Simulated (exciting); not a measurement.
# KI: the I L₃ edge from the Bethe–Salpeter equation, part 2 of 2

Wanted: the near-edge spectrum and the bound core excitons at the I L₃ edge of KI.

exciting sodium; X-ray absorption, core-level Bethe-Salpeter equation, exchange and statically screened direct term, Tamm-Dancoff, all-electron LAPW+lo PBE.

So far. Step 5 (Independent particles): Maxima (height): 4.3 eV (0.57), 8.7 eV (0.94), 11.3 eV (0.90), 14.4 eV (0.89) and 19.3 eV (1.00). The spectrum differs from the singlet run by 43 % r.m.s. Moving the earlier curve by +4.1 eV leaves 21 %. The highest maximum lies at 19.3 eV (1.00), against 6.1 eV (1.00). Step 6 (Exchange alone): Maxima (height): 4.3 eV (0.57), 8.7 eV (0.94), 11.3 eV (0.90), 14.4 eV (0.89) and 19.3 eV (1.00). The spectrum is that of the independent-particle run within 1 %.

## 8. Coarser mesh

Changed against the first singlet run: k mesh from 3×3×3 to 2×2×2.

input.xml

```
<input>
  <title>KI</title>
  <structure speciespath="." autormt="false" epslat="1.0e-5">
    <crystal>
      <basevect>0.0000000000 6.6759772087 6.6759772087</basevect>
      <basevect>6.6759772087 0.0000000000 6.6759772087</basevect>
      <basevect>6.6759772087 6.6759772087 0.0000000000</basevect>
    </crystal>
    <species speciesfile="I.xml" rmt="2.300">
      <atom coord="0.5000000000 0.5000000000 0.5000000000"/>
    </species>
    <species speciesfile="K.xml" rmt="2.464">
      <atom coord="0.0000000000 0.0000000000 0.0000000000"/>
    </species>
  </structure>
  <groundstate do="skip" xctype="GGA_PBE" ngridk="3 3 3" rgkmax="7" gmaxvr="14" nempty="8" swidth="0.001" maxscl="100" epsengy="1e-5"/>
  <xs xstype="BSE" ngridk="2 2 2" ngridq="2 2 2" vkloff="0.097 0.273 0.493" rgkmax="7" nempty="40" gqmax="3" lmaxapwwf="5" lmaxemat="3" broad="0.05659" tevout="true">
    <energywindow intv="163.977 165.594" points="439"/>
    <screening screentype="full" nempty="64"/>
    <BSE xas="true" xasspecies="1" xasatom="1" xasedge="L3" bsetype="singlet" nstlxas="1 36"/>
    <qpointset>
      <qpoint>0 0 0</qpoint>
    </qpointset>
    <plan>
      <doonly task="xsgeneigvec"/>
      <doonly task="writepmatxs"/>
      <doonly task="scrgeneigvec"/>
      <doonly task="scrwritepmat"/>
      <doonly task="screen"/>
      <doonly task="scrcoulint"/>
    </plan>
  </xs>
</input>
```

input.xml for the exchange start (cutoff and plan only)

```
  gqmax="2"
  <plan>
    <doonly task="exccoulint"/>
  </plan>
```

input.xml for the last start (plan only)

```
  <plan>
    <doonly task="bse"/>
  </plan>
```

On the command line:

```sh
$ OMP_NUM_THREADS=1 mpirun -n 2 exciting
$ OMP_NUM_THREADS=1 mpirun -n 2 exciting
$ OMP_NUM_THREADS=2 exciting
```

Numbers of over 12 decimals in the logs are rounded to 6 here.

What it wrote:

```text
| EXCITING SODIUM started for task xsgeneigvec ( 301)                          =
One-shot GS runs for BSE calculations
One-shot GS runs for k+qmt/2 grids
Info(xsgeneigvec): Generating eigenvectors for Q-point      1
Info(xsgeneigvec): Generation of eigenvectors finished
| EXCITING SODIUM started for task writepmatxs ( 320)                          =
Info(writepmatxs): Momentum matrix elements finished
| EXCITING SODIUM started for task scrgeneigvec ( 401)                         =
One-shot GS runs for BSE calculations
One-shot GS runs for k+qmt/2 grids
[...]
Info(setup_bse_block): Setting up RR part of hamiltonian
Info(setup_bse_block): Singlet spin state
Info(bse): Diagonalizing RR Hamiltonian (TDA)
Info(bse): Invoking Lapack routine ZHEEVR
      1152 eigen solutions found in the interval:
         i1=       1 i2=    1152
Info(bse): Writing excition energies and oscillator strengths to text file.
Info(makespectrum_dist): Making spectrum using formula for coupling with time reversed AR basis.
Info(makespectrum_dist): Using formalism for vanishing momentum transfer.
Info(writederived): Writing quantities derived from the macroscopic dielectric function.
Info(bselauncher): Spectrum finished for iqmt=  1
Info(bselauncher): All done for BSE type singlet
```

It took 5.2 min on 2 MPI ranks of Intel Xeon at 2.70GHz, shared host.

These settings are cheaper. Against the singlet run the r.m.s. difference is 3 %. The first bright state moves from -1.08 to -1.12 eV. The lowest bare transition of this run lies at 0.94 eV, against 0.49. A coarse mesh samples few band energies, and it inflates the long-range part of the attraction.

```tsv
E (eV)	first run	this run
-11.0	0.04	0.04
-10.0	0.04	0.04
-9.0	0.05	0.05
-8.0	0.06	0.06
-7.0	0.07	0.07
-6.0	0.09	0.09
-5.0	0.11	0.11
-4.0	0.16	0.15
-3.0	0.23	0.23
-2.0	0.38	0.37
-1.0	0.64	0.61
0.0	0.89	0.87
1.0	0.89	0.90
2.0	0.80	0.79
3.0	0.75	0.74
4.0	0.82	0.81
5.0	0.95	0.94
6.0	1.00	1.00
7.0	0.93	0.93
8.0	0.85	0.88
9.0	0.86	0.90
10.0	0.82	0.83
11.0	0.75	0.75
12.0	0.74	0.73
13.0	0.75	0.71
14.0	0.70	0.67
15.0	0.66	0.69
16.0	0.71	0.77
17.0	0.76	0.79
18.0	0.71	0.69
19.0	0.63	0.61
20.0	0.55	0.57
```

## 9. The levels of theory side by side

```tsv
level	curve passes 0.15 (eV)	highest maximum (eV)	its height
IP	-0.3	19.3	1.00
RPA	-0.3	19.3	1.00
singlet	-4.1	6.1	1.00
```

```tsv
E (eV)	IP	RPA	singlet
-11.0	0.02	0.02	0.04
-10.0	0.02	0.02	0.04
-9.0	0.03	0.03	0.05
-8.0	0.03	0.03	0.06
-7.0	0.03	0.03	0.07
-6.0	0.04	0.04	0.09
-5.0	0.05	0.05	0.11
-4.0	0.05	0.05	0.16
-3.0	0.07	0.07	0.23
-2.0	0.09	0.09	0.38
-1.0	0.12	0.12	0.64
0.0	0.17	0.17	0.89
1.0	0.27	0.27	0.89
2.0	0.39	0.39	0.80
3.0	0.50	0.50	0.75
4.0	0.57	0.57	0.82
5.0	0.56	0.56	0.95
6.0	0.59	0.59	1.00
7.0	0.71	0.71	0.93
8.0	0.89	0.89	0.85
9.0	0.93	0.93	0.86
10.0	0.88	0.88	0.82
11.0	0.90	0.90	0.75
12.0	0.89	0.89	0.74
13.0	0.87	0.87	0.75
14.0	0.88	0.88	0.70
15.0	0.87	0.87	0.66
16.0	0.83	0.83	0.71
17.0	0.81	0.81	0.76
18.0	0.90	0.90	0.71
19.0	1.00	1.00	0.63
20.0	0.98	0.98	0.55
```

## 10. Summary of results

| Property | Result |
| --- | --- |
| absorber and edge | I L₃, atom 1 |
| surroundings | 6 K at 3.53 Å (octahedral, site symmetry m-3m) |
| first bright state | -1.08 eV from the Kohn–Sham onset, on this mesh |
| highest maximum | 6.1 eV |
| cost of the BSE run | 19 min on 2 MPI ranks of Intel Xeon at 2.70GHz, shared host; the last task ran on as many threads |

Is a core exciton bound? Yes on this mesh: the first bright state (over 5 % of the brightest) lies at -1.08 eV from the Kohn–Sham onset and at -1.57 eV from the lowest bare transition of its own mesh. Exchange alone changes the independent-particle spectrum by 0.0 % r.m.s. With 27 k points the binding energies are rough, and fine structure above the first lines is partly noise of the mesh. Exchange and the short-range direct term aren't converged in the kernel cutoff. The zero comes from the unshifted 3×3×3 ground-state mesh; it is exact only where the band minimum lies on that mesh. The conduction states carry no spin here, so the exchange coupling to the spinor core hole is only partly held. This core level is treated alone, with no coupling to its spin–orbit partner. The Kohn–Sham onset, 4474 eV, is no photon energy (tabulated edge of the element: 4557 eV): the scale needs a rigid shift. Bands and screening come from semilocal DFT, whose small gap overscreens. Vibrations and energy-dependent lifetimes are left out. The structure is a published determination, not relaxed.

[Banner, clock and machine lines of the logs are left out without a mark of their own.]

[Logs are printed without paths, hosts, clocks, repeated set-up lines and the standing remarks that a program may print on its own settings, such as how far it seeks lower states.]

[Hosts, paths, dates, database ids (printed as entryN), source tags and the programs' standing remarks are cut or masked in the printed files.]
